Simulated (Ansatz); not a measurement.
# La on Ta(110): change of the work function, part 3 of 3

Aim: the work function of Ta(110) at several coverages of La (hollow site), and the dipole that each adsorbate carries.

Ansatz 0.2.0; plane-wave DFT, PBE, Ansatz PAW.

So far, work function, upper face (eV): step 2 (the clean slab) 4.77; step 3 (37 atoms, coverage 0.111 ML, cell 3x3) 2.97.

## Step 4: The covered slab, k-mesh 6×6×1, coverage 0.25 ML

System of this step: La/Ta(110). The cell holds 17 atoms: 16 Ta and 1 La. Cell: a = 5.733 Å, b = 5.733 Å, c = 28.475 Å, α = 90.0°, β = 90.0°, γ = 70.5°. Vacuum lies along c.

Another coverage, to see how the dipoles act on each other as their distance changes.

Input file input.yaml:

```yaml
crystal:
  lattice:
    - [4.6810468914, -3.31, 0.0]
    - [4.6810468914, 3.31, 0.0]
    - [0.0, 0.0, 28.4747478483]
  atoms:
    - { symbol: Ta, position: [0.0, 0.0, 0.3160695241] }
    - { symbol: Ta, position: [0.25, 0.25, 0.3982659832] }
    - { symbol: Ta, position: [0.0, 0.0, 0.4805466647] }
    - { symbol: Ta, position: [0.25, 0.25, 0.5595412875] }
    - { symbol: Ta, position: [0.0, 0.5, 0.3160695241] }
    - { symbol: Ta, position: [0.25, 0.75, 0.3982659832] }
    - { symbol: Ta, position: [0.0, 0.5, 0.4805466647] }
    - { symbol: Ta, position: [0.25, 0.75, 0.5595412875] }
    - { symbol: Ta, position: [0.5, 0.0, 0.3160695241] }
    - { symbol: Ta, position: [0.75, 0.25, 0.3982659832] }
    - { symbol: Ta, position: [0.5, 0.0, 0.4805466647] }
    - { symbol: Ta, position: [0.75, 0.25, 0.5595412875] }
    - { symbol: Ta, position: [0.5, 0.5, 0.3160695241] }
    - { symbol: Ta, position: [0.75, 0.75, 0.3982659832] }
    - { symbol: Ta, position: [0.5, 0.5, 0.4805466647] }
    - { symbol: Ta, position: [0.75, 0.75, 0.5595412875] }
    - { symbol: La, position: [0.42, 0.42, 0.6839304759] }
kpoints:
  mp_grid: { grid: [6, 6, 1] }
hamiltonian:
  xc: pbe
scf:
  occupations: { method: fermi_dirac, width: 0.1 }
  convergence: { dr2_threshold: 1.0e-08 }
efield:
  axis: 3
  dipole_correction: true
  ramp_position: 0.97
  ramp_width: 0.06
relax:
  f_tol: 0.02
  max_steps: 60
  constraints: [{ sites: [0, 1, 4, 5, 8, 9, 12, 13] }]
output:
  dos: { projected: true, e_range: [-8, 4] }
  write_potential: true
  write_density: true
  volumetric_format: npy
  elf: true
```

Started as:

```bash
> ansatz run input.yaml --threads 4 --pin off --max-ram 16384MiB --backend cpu --events-out ev --progress --plain --runs-dir out
```

Numbers of over 12 decimals in the logs are rounded to 6 here.

The log of the run:

```text
La: projections on atomic orbitals take those of the free atom [Kr 4d10] 4f0 5s2 5p6 5d1 6s2, of charge +0.00 (hamiltonian.pseudopotentials.projection_atoms); the dataset's partial waves leave at most 1.9e-5 of an orbital's norm unspanned inside its sphere
[...]
Crystal: 17 atoms, lattice volume = 882.391 Å³
Basis set: ecut = 420 eV, 17315 PW (Γ), exchange–correlation on 80×80×384 points (8 copies of the dense FFT grid, shifted against one another)
Bands: 132, of which v1, the nominal top of the filled ones, is band 110 counted from 1 (109 counted from 0)
Symmetry: 2 space group operations
[...]
k-points: 13 of 36 (time reversal used)
[...]
SCF iter   1: F=—  HF=-165156.997106 eV  |F-HF|=—  |Δ(HF+E_count)|=         —  Δρ=2.80e-2  dr2=1.14e2  ethr=1.77e-3  p=0.559 e·Å  D=1.15e-1 V/Å  ΔV_dip=-3.27 eV  dr2_dipole=8.02e1  V_vac-E_F(+/−)=1.91/5.17 eV  ⟨swp⟩=16.0  Hψ=9552  notcnv=0
[...]
SCF iter  18: F=-165156.232988 eV  HF=-165156.232988 eV  |F-HF|=5.91e-9  |Δ(HF+E_count)|=  3.78e-10  Δρ=4.95e-7  dr2=6.37e-9  ethr=4.57e-12  p=0.357 e·Å  D=7.31e-2 V/Å  ΔV_dip=-2.08 eV  dr2_dipole=4.38e-10  V_vac-E_F(+/−)=2.71/4.79 eV  ⟨swp⟩=10.5  Hψ=12574  notcnv=0
SCF 1 converged in 18 iterations: F = -165156.232988 eV  dr2 = 6.37e-9
[...]
relax step   1: F+E_penalty+E_count = -165156.23298809 eV  Δ(F+E_penalty+E_count) = +0.000e0 eV  max|allowed force component| = 1.901e0 eV/Å  Δτ_max = 0.0000 Å  (18 SCF iters, accepted)
[...]
SCF iter  12: F=-165156.731661 eV  HF=-165156.731661 eV  |F-HF|=9.02e-10  |Δ(HF+E_count)|=   1.78e-9  Δρ=3.07e-7  dr2=2.50e-9  ethr=1.43e-12  p=0.379 e·Å  D=7.76e-2 V/Å  ΔV_dip=-2.21 eV  dr2_dipole=1.84e-10  V_vac-E_F(+/−)=2.57/4.78 eV  ⟨swp⟩=11.2  Hψ=12601  notcnv=0
SCF 2 converged in 12 iterations: F = -165156.731661 eV  dr2 = 2.50e-9
relax step   2: F+E_penalty+E_count = -165156.73166062 eV  Δ(F+E_penalty+E_count) = -4.987e-1 eV  max|allowed force component| = 2.021e0 eV/Å  Δτ_max = 0.1949 Å  (12 SCF iters, accepted)
[...]
SCF iter  12: F=-165157.174069 eV  HF=-165157.174069 eV  |F-HF|=3.55e-9  |Δ(HF+E_count)|=   1.72e-9  Δρ=4.58e-7  dr2=5.06e-9  ethr=1.00e-12  p=0.403 e·Å  D=8.27e-2 V/Å  ΔV_dip=-2.35 eV  dr2_dipole=2.08e-10  V_vac-E_F(+/−)=2.42/4.77 eV  ⟨swp⟩=10.8  Hψ=11952  notcnv=0
SCF 3 converged in 12 iterations: F = -165157.174069 eV  dr2 = 5.06e-9
[...]
relax step   3: F+E_penalty+E_count = -165157.17406942 eV  Δ(F+E_penalty+E_count) = -4.424e-1 eV  max|allowed force component| = 1.926e0 eV/Å  Δτ_max = 0.1950 Å  (12 SCF iters, accepted)
[...]
relax step   4: F+E_penalty+E_count = -165157.54348394 eV  Δ(F+E_penalty+E_count) = -3.694e-1 eV  max|allowed force component| = 1.514e0 eV/Å  Δτ_max = 0.1950 Å  (11 SCF iters, accepted)
[...]
relax step   5: F+E_penalty+E_count = -165157.77042361 eV  Δ(F+E_penalty+E_count) = -2.269e-1 eV  max|allowed force component| = 7.061e-1 eV/Å  Δτ_max = 0.1907 Å  (10 SCF iters, accepted)
[...]
relax step   6: F+E_penalty+E_count = -165157.85759295 eV  Δ(F+E_penalty+E_count) = -8.717e-2 eV  max|allowed force component| = 2.398e-1 eV/Å  Δτ_max = 0.2000 Å  (9 SCF iters, accepted)
[...]
relax step   7: F+E_penalty+E_count = -165157.89038207 eV  Δ(F+E_penalty+E_count) = -3.279e-2 eV  max|allowed force component| = 2.112e-1 eV/Å  Δτ_max = 0.2000 Å  (10 SCF iters, accepted)
[...]
relax step   8: F+E_penalty+E_count = -165157.91560775 eV  Δ(F+E_penalty+E_count) = -2.523e-2 eV  max|allowed force component| = 5.916e-2 eV/Å  Δτ_max = 0.1957 Å  (10 SCF iters, accepted)
[...]
relax step   9: F+E_penalty+E_count = -165157.92318029 eV  Δ(F+E_penalty+E_count) = -7.573e-3 eV  max|allowed force component| = 1.594e-2 eV/Å  Δτ_max = 0.1850 Å  (10 SCF iters, accepted)
SCF iter   1: F=—  HF=-165157.925107 eV  |F-HF|=—  |Δ(HF+E_count)|=         —  Δρ=8.21e-4  dr2=1.42e-2  ethr=9.30e-5  p=0.410 e·Å  D=8.40e-2 V/Å  ΔV_dip=-2.39 eV  dr2_dipole=9.01e-7  V_vac-E_F(+/−)=2.38/4.77 eV  ⟨swp⟩=3.6  Hψ=3061  notcnv=0
[...]
SCF iter   8: F=-165157.923554 eV  HF=-165157.923554 eV  |F-HF|=2.04e-10  |Δ(HF+E_count)|=   2.79e-8  Δρ=3.61e-7  dr2=4.12e-9  ethr=4.57e-12  p=0.410 e·Å  D=8.41e-2 V/Å  ΔV_dip=-2.39 eV  dr2_dipole=7.29e-10  V_vac-E_F(+/−)=2.38/4.77 eV  ⟨swp⟩=10.4  Hψ=14044  notcnv=0
SCF 10 converged in 8 iterations: F = -165157.923554 eV  dr2 = 4.12e-9
relax step  10: F+E_penalty+E_count = -165157.92355414 eV  Δ(F+E_penalty+E_count) = -3.738e-4 eV  max|allowed force component| = 1.851e-2 eV/Å  Δτ_max = 0.0583 Å  (8 SCF iters, accepted)
[...]
SCF converged after 8 iterations
Free energy (F): -165157.923554 eV
[...]
Internal energy: -165157.158590 eV  (E = F + TS)
E sigma→0 (E₀):  -165157.541072 eV
Entropy (-TS):   -0.764964 eV (-44.998 meV/atom)
Fermi energy:    4.501559 eV
Dipole field:    D = 0.084075 V/Å  (p = 0.409982 e·Å, saw-weighted, corrected)
Work function:   Φ+ = 2.3775 eV   Φ− = 4.7715 eV
[...]
--- Forces (eV/Å), atoms counted from 1 ---
  atom   1  Ta    -0.00105627     0.00000000     0.44372232
  atom   2  Ta    -0.01104942     0.00000000    -0.42942408
  atom   3  Ta     0.00346626    -0.00000000    -0.01664953
  atom   4  Ta     0.00854051     0.00000000     0.00378431
  atom   5  Ta    -0.00006178    -0.00057618     0.43426817
  atom   6  Ta     0.00152170    -0.01943473    -0.42216273
  atom   7  Ta    -0.00857479     0.00801200    -0.00179535
  atom   8  Ta     0.00176776    -0.00606906     0.01450651
  atom   9  Ta    -0.00006178     0.00057618     0.43426817
  atom  10  Ta     0.00152170     0.01943473    -0.42216273
  atom  11  Ta    -0.00857479    -0.00801200    -0.00179535
  atom  12  Ta     0.00176776     0.00606906     0.01450651
  atom  13  Ta     0.00094138    -0.00000000     0.38732454
  atom  14  Ta     0.01513742    -0.00000000    -0.42462328
  atom  15  Ta    -0.01223009     0.00000000     0.00161600
  atom  16  Ta     0.01233637    -0.00000000    -0.01851476
  atom  17  La    -0.00543015    -0.00000000     0.00315136
  max |Σ_I F_I| component: 3.82e-5 eV/Å
--- Band table (eV; the first three rows and the last of 13) ---
  k-point 0: bands = [... 106 lower, 4.7343, 4.8765, 4.9772, 5.0003, 5.0785, 5.1166, 5.1521, 5.3377, ... 18 higher]
  k-point 1: bands = [... 106 lower, 4.5458, 4.7469, 4.7782, 4.8504, 4.8745, 4.9681, 5.1059, 5.1780, ... 18 higher]
  k-point 2: bands = [... 106 lower, 4.2244, 4.2805, 4.3103, 4.4375, 4.4767, 4.5093, 4.5724, 4.6259, ... 18 higher]
  k-point 12: bands = [... 106 lower, 4.4669, 4.5272, 4.5734, 4.6347, 4.6443, 4.6744, 4.8350, 4.8561, ... 18 higher]
--- Relaxed structure (10 steps of the walk, 10 accepted, 0 SCFs on fresh bases) ---
  F+E_penalty+E_count = -165157.92355414 eV   max|allowed force component| = 1.851e-2 eV/Å
  atoms:
    - { symbol: Ta, position: [0.0, 0.0, 0.316070] }
    - { symbol: Ta, position: [0.25, 0.25, 0.398266] }
    - { symbol: Ta, position: [2.2811952277811133e-5, 2.2811952277811133e-5, 0.480561] }
    - { symbol: Ta, position: [0.255040, 0.255040, 0.562763] }
    - { symbol: Ta, position: [-5.551115123125783e-17, 0.5, 0.316070] }
    - { symbol: Ta, position: [0.25, 0.75, 0.398266] }
    - { symbol: Ta, position: [0.000273447, 0.499956, 0.481077] }
    - { symbol: Ta, position: [0.244809, 0.754945, 0.559505] }
    - { symbol: Ta, position: [0.5, -5.551115123125783e-17, 0.316070] }
    - { symbol: Ta, position: [0.75, 0.25, 0.398266] }
    - { symbol: Ta, position: [0.499956, 0.000273447, 0.481077] }
    - { symbol: Ta, position: [0.754945, 0.244809, 0.559505] }
    - { symbol: Ta, position: [0.5, 0.5, 0.316070] }
    - { symbol: Ta, position: [0.75, 0.75, 0.398266] }
    - { symbol: Ta, position: [0.500192, 0.500192, 0.479811] }
    - { symbol: Ta, position: [0.744570, 0.744570, 0.562778] }
    - { symbol: La, position: [0.500811, 0.500811, 0.648226] }
```

Elapsed: 11 min, on 4 threads of Arm Neoverse V1, shared host; peak memory 3.2 GiB.

Relaxation path:

| step | energy less that of the first step (eV) | largest force component (eV/Å) |
| --- | --- | --- |
| 1 | 0.0000 | 1.9013 |
| 2 | -0.4987 | 2.0209 |
| 3 | -0.9411 | 1.9264 |
| 4 | -1.3105 | 1.5140 |
| 5 | -1.5374 | 0.7061 |
| 6 | -1.6246 | 0.2398 |
| 7 | -1.6574 | 0.2112 |
| 8 | -1.6826 | 0.0592 |
| 9 | -1.6902 | 0.0159 |
| 10 | -1.6906 | 0.0185 |

The run keeps the 2 symmetry operations that it works with, so distortions that break them were not tested.

The atoms that moved most (Å):

| atom | dx | dy | dz | length |
| --- | --- | --- | --- | --- |
| La17 | 0.757 | 0.000 | -1.017 | 1.267 |
| Ta16 | -0.051 | 0.000 | 0.092 | 0.105 |
| Ta4 | 0.047 | 0.000 | 0.092 | 0.103 |
| Ta12 | -0.001 | -0.034 | -0.001 | 0.034 |
| Ta8 | -0.001 | 0.034 | -0.001 | 0.034 |
| Ta15 | 0.002 | 0.000 | -0.021 | 0.021 |
| Ta7 | 0.001 | -0.001 | 0.015 | 0.015 |
| Ta11 | 0.001 | 0.001 | 0.015 | 0.015 |

Final coordinates:

```xyz
17
Lattice="4.6810 -3.3100 0.0000 4.6810 3.3100 0.0000 0.0000 0.0000 28.4747" Properties=species:S:1:pos:R:3
Ta    0.0000    0.0000    9.0000
Ta    2.3405    0.0000   11.3405
Ta    0.0002    0.0000   13.6839
Ta    2.3877    0.0000   16.0245
Ta    2.3405    1.6550    9.0000
Ta    4.6810    1.6550   11.3405
Ta    2.3416    1.6539   13.6986
Ta    4.6799    1.6886   15.9318
Ta    2.3405   -1.6550    9.0000
Ta    4.6810   -1.6550   11.3405
Ta    2.3416   -1.6539   13.6986
Ta    4.6799   -1.6886   15.9318
Ta    4.6810    0.0000    9.0000
Ta    7.0216    0.0000   11.3405
Ta    4.6828    0.0000   13.6625
Ta    6.9707    0.0000   16.0250
La    4.6886    0.0000   18.4581
```

This step gave:

| Property | Result |
| --- | --- |
| energy at zero smearing | -165157.5411 eV |
| work function, upper face | 2.377 eV |
| work function, lower face | 4.771 eV |
| dipole along the normal | 0.4100 e·Å |
| step between the vacuum levels | -2.394 eV |

Running mean over 2.341 Å of the planar mean; the ramp of the sawtooth is left out. The electron's electrostatic potential energy less the Fermi level by z:

| z (Å) | electron's electrostatic potential energy less the Fermi level (eV) |
| --- | --- |
| 4 | 4.77 |
| 5 | 4.75 |
| 6 | 4.58 |
| 7 | 2.93 |
| 8 | -5.21 |
| 9 | -10.1 |
| 10 | -10.0 |
| 11 | -9.98 |
| 12 | -9.96 |
| 13 | -9.97 |
| 14 | -10.2 |
| 15 | -10.5 |
| 16 | -10.1 |
| 17 | -6.45 |
| 18 | -1.72 |
| 19 | -1.23 |
| 20 | 0.802 |
| 21 | 2.10 |
| 22 | 2.33 |
| 23 | 2.37 |
| 24 | 2.38 |
| 25 | 2.38 |

The density of states has structure finer than the step of the table below, so its rows give means over 0.25 eV, whole bins alone (the curve runs from -8 to 1.35 eV). Peaks (eV: height): -1.440: 44.4, -1.260: 42.1, -0.960: 38.6, -0.690: 33.1, -0.360: 36.0, 1.230: 81.1, 1.320: 78.1.

Table of density of states by energy, zero at the Fermi level; means over each step:

| energy (eV) | density of states (states/eV a cell) |
| --- | --- |
| -7.75 | 0 |
| -7.50 | 0.151 |
| -7.25 | 0.889 |
| -7.00 | 0.861 |
| -6.75 | 0.950 |
| -6.50 | 0.946 |
| -6.25 | 1.58 |
| -6.00 | 2.33 |
| -5.75 | 2.30 |
| -5.50 | 2.55 |
| -5.25 | 1.50 |
| -5.00 | 3.14 |
| -4.75 | 4.69 |
| -4.50 | 4.55 |
| -4.25 | 6.82 |
| -4.00 | 9.75 |
| -3.75 | 11.5 |
| -3.50 | 9.45 |
| -3.25 | 15.3 |
| -3.00 | 18.3 |
| -2.75 | 15.1 |
| -2.50 | 11.1 |
| -2.25 | 10.1 |
| -2.00 | 7.71 |
| -1.75 | 6.84 |
| -1.50 | 34.6 |
| -1.25 | 33.6 |
| -1.00 | 25.4 |
| -0.75 | 26.6 |
| -0.50 | 26.5 |
| -0.25 | 27.4 |
| 0.00 | 23.8 |
| 0.25 | 20.1 |
| 0.50 | 14.5 |
| 0.75 | 15.9 |
| 1.00 | 16.4 |

Projected DOS per atom over height of the atomic layer and energy from the Fermi level. Layers: Ta4 Ta4 Ta4 Ta4 La from below.

Values in states/eV, 22 rows by 5 columns, each cell a mean:
```
 0.7  0.5  0.5  0.6 28.4
 0.8  0.4  0.6  0.8  3.9
 1.2  0.7  0.7  0.9  3.1
 1.6  1.2  1.2  1.4  1.7
 2.1  1.3  1.3  1.5  1.5
 1.7  1.3  1.3  1.7  1.2
 1.8  2.1  2.1  2.1  1.8
 0.4  0.4  0.5  0.6  0.3
 0.6  0.6  0.5  0.7  0.2
 0.8  0.9  0.8  0.7  0.2
 0.9  1.1  1.2  0.9  0.2
 0.5  0.7  0.8  0.6  0.1
 0.5  0.8  0.8  0.5  0.1
 0.3  0.4  0.4  0.3  0.1
 0.3  0.3  0.3  0.3  0.1
 0.1  0.1  0.1  0.1  0.0
 0.1  0.2  0.2  0.1  0.0
 0.1  0.1  0.1  0.1  0.0
 0.0  0.1  0.1  0.0  0.0
 0.0  0.1  0.1  0.0  0.0
 0.0  0.0  0.1  0.0  0.0
 0.0  0.0  0.0  0.0  0.0
```
Columns: height of the atomic layer (Å) from 9 to 18.5; rows upwards: energy from the Fermi level (eV) from -7.96 to 1.34.

ELF in the ca plane at fractional y = 0.500, with atoms of Ta and La within 0.2 Å of it. It is the smooth field of the valence electrons, not physical close to the nuclei.

Ten even steps from '0' (0.00) to '9' (0.83), each cell a mean:
```
67346545534856734654456654321100000000000000
74355434532677424543456653110000000000000000
33454334553233245543456531000011100000000000
44554334565433466543466422221111111000000000
33454334553333345444564368875222221100000000
74355434532677424544553699998522222100000000
67346545525746734544543783389632222110000000
47446545526725733554533871179632222110000000
76345444534777624544543797799532222110000000
53355334542454335444554479996322222100000000
34554334564333456444565334543111221100000000
34554334565333356543466521110111110000000000
53355334542355335543456642100011000000000000
86345444533778624543456654211100000000000000
47446545525724734654455655321100000000000000
```
Columns run along c (16.0 Å, from fractional 0.32 to 0.89 of the cell), rows up along a (5.7 Å). Atoms in or near the plane, at fractional coordinates: Ta at (0.48, 0.00), Ta at (0.48, 0.50), La at (0.65, 0.50).

Valence density in the ca plane at fractional y = 0.500, with atoms of Ta and La within 0.2 Å of it. It is the smooth field of the valence electrons, not physical close to the nuclei.

Values in e/Å³, 8 rows by 16 columns, each cell a mean:
```
2.1 0.3 0.2 0.5 3.2 1.2 0.3 0.2 0.1 0.0 0.0 0.0 0.0 0.0 0.0 0.0
0.4 0.3 0.3 0.3 0.5 0.3 0.3 0.3 0.1 0.1 0.0 0.0 0.0 0.0 0.0 0.0
0.6 0.3 0.3 0.3 0.9 0.4 0.3 0.3 0.4 0.8 0.2 0.0 0.0 0.0 0.0 0.0
2.6 0.3 0.2 0.7 3.9 1.4 0.2 0.2 0.9 1.5 0.7 0.0 0.0 0.0 0.0 0.0
2.1 0.3 0.2 0.5 3.3 1.1 0.2 0.2 0.8 1.5 0.6 0.0 0.0 0.0 0.0 0.0
0.4 0.3 0.3 0.3 0.5 0.3 0.3 0.3 0.2 0.4 0.1 0.0 0.0 0.0 0.0 0.0
0.6 0.3 0.3 0.3 0.9 0.4 0.3 0.2 0.1 0.0 0.0 0.0 0.0 0.0 0.0 0.0
2.6 0.3 0.2 0.6 3.8 1.6 0.3 0.2 0.1 0.0 0.0 0.0 0.0 0.0 0.0 0.0
```
Columns run along c (16.0 Å, from fractional 0.32 to 0.89 of the cell), rows up along a (5.7 Å). Atoms in or near the plane, at fractional coordinates: Ta at (0.48, 0.00), Ta at (0.48, 0.50), La at (0.65, 0.50).

Electrostatic potential energy in the ca plane at fractional y = 0.500, with atoms of Ta and La within 0.2 Å of it. With pseudopotentials it is smooth inside the atoms' cores, unlike the true potential.

Ten even steps from '0' (-46 eV) to '9' (8 eV), each cell a mean:
```
02689999985000269999999999999999999999999999
25899999997423589999999999999999999999999999
78999889999777899988999999999999999999999999
89999889999888999988999998889999999999999999
78999889998767899988999875578999999999999999
25899999987323589999998631136899999999999999
02689999984000279999998412204799999999999999
01689999984000269999998314404799999999999999
03799999985201479999998511115899999999999999
57899989998645789999999753357899999999999999
88999889999888999988999987788999999999999999
88999889999888999988999999999999999999999999
57899989998645789998999999999999999999999999
03799999986200379999999999999999999999999999
01689999984000169999999999999999999999999999
```
Columns run along c (16.0 Å, from fractional 0.32 to 0.89 of the cell; values clipped at the 3rd and 97th percentile), rows up along a (5.7 Å). Atoms in or near the plane, at fractional coordinates: Ta at (0.48, 0.00), Ta at (0.48, 0.50), La at (0.65, 0.50).

The relaxation took 10 steps and lowered the energy by 1.7 eV; the largest force on the free atoms ends at 0.019 eV/Å.

By hand: a sheet of dipoles makes a step −p/(ε₀A) in the electron's potential. With e/ε₀ = 180.95 V·Å, p = 0.4100 e·Å and A = 30.99 Å², that is −180.95 × (0.4100) / 30.99 = -2.394 eV, and the two vacuum levels of the run differ by -2.394 eV.

The covered face has 2.38 eV, -2.39 eV against the clean one; the bare back face has moved by -0.05 eV, a measure of how thin the slab is.

## Step 5: Work function against coverage

This step: plane-wave DFT, PBE, Ansatz PAW; work function against coverage (Ansatz 0.2.0).

The runs are now put side by side.

This step gave:

| Property | Result |
| --- | --- |
| work function of the clean face | 4.767 eV |
| largest change of the work function | -2.389 eV |

The work function of the covered face by coverage:

| coverage (adsorbates/nm²) | work function of the covered face (eV) |
| --- | --- |
| 0.00 | 4.77 |
| 1.43 | 2.97 |
| 3.23 | 2.38 |

The dipole per adsorbate comes from the change of the cell's dipole. Coverage, by row:

| coverage (1/nm²) | coverage (ML) | work function (eV) | change (eV) | dipole per adsorbate, positive end outwards (debye) | mean height of the added atoms over the highest substrate atom (Å) |
| --- | --- | --- | --- | --- | --- |
| 1.434 | 0.1111 | 2.974 | -1.793 | 3.278 | 2.429 |
| 3.227 | 0.25 | 2.377 | -2.389 | 1.927 | 2.433 |

## Step 6: Summary of results

```yaml
work_function_of_the_clean_face: 4.77 eV
work_function_at_0p11_ml: 2.97 eV
work_function_at_0p25_ml: 2.38 eV
dipole_per_adsorbate_at_0p11_ml_positive_end_outwards: 3.28 D
```

**Reading.** La lowers the work function of Ta(110) at the lowest coverage, by 1.79 eV: the adsorbate layer has its positive end outwards. The slab has 4 layers, at the tabulated experimental lattice constant, one starting site was run, and quantum-size effects of a slab this thin can reach one or two tenths of an eV. The main runs have no spin polarisation; a magnetic state could lie lower and would change these results.

[Logs are printed without paths, hosts, clocks, repeated set-up lines and the standing remarks that a program may print on its own settings, such as how far it seeks lower states.]

[Hosts, paths, dates, database ids (printed as entryN), source tags and the programs' standing remarks are cut or masked in the printed files.]

[Maps of the electrostatic potential energy from Ansatz leave out the sawtooth potential of an applied field or a dipole correction, so their vacuum need not be flat; planar profiles and work functions include it.]

[The density of states shown here was stored with 400 of the rows of the run's finer table, so its peaks can read low, often by over a quarter, or be missed, and its means over a window can be off by a tenth or more.]
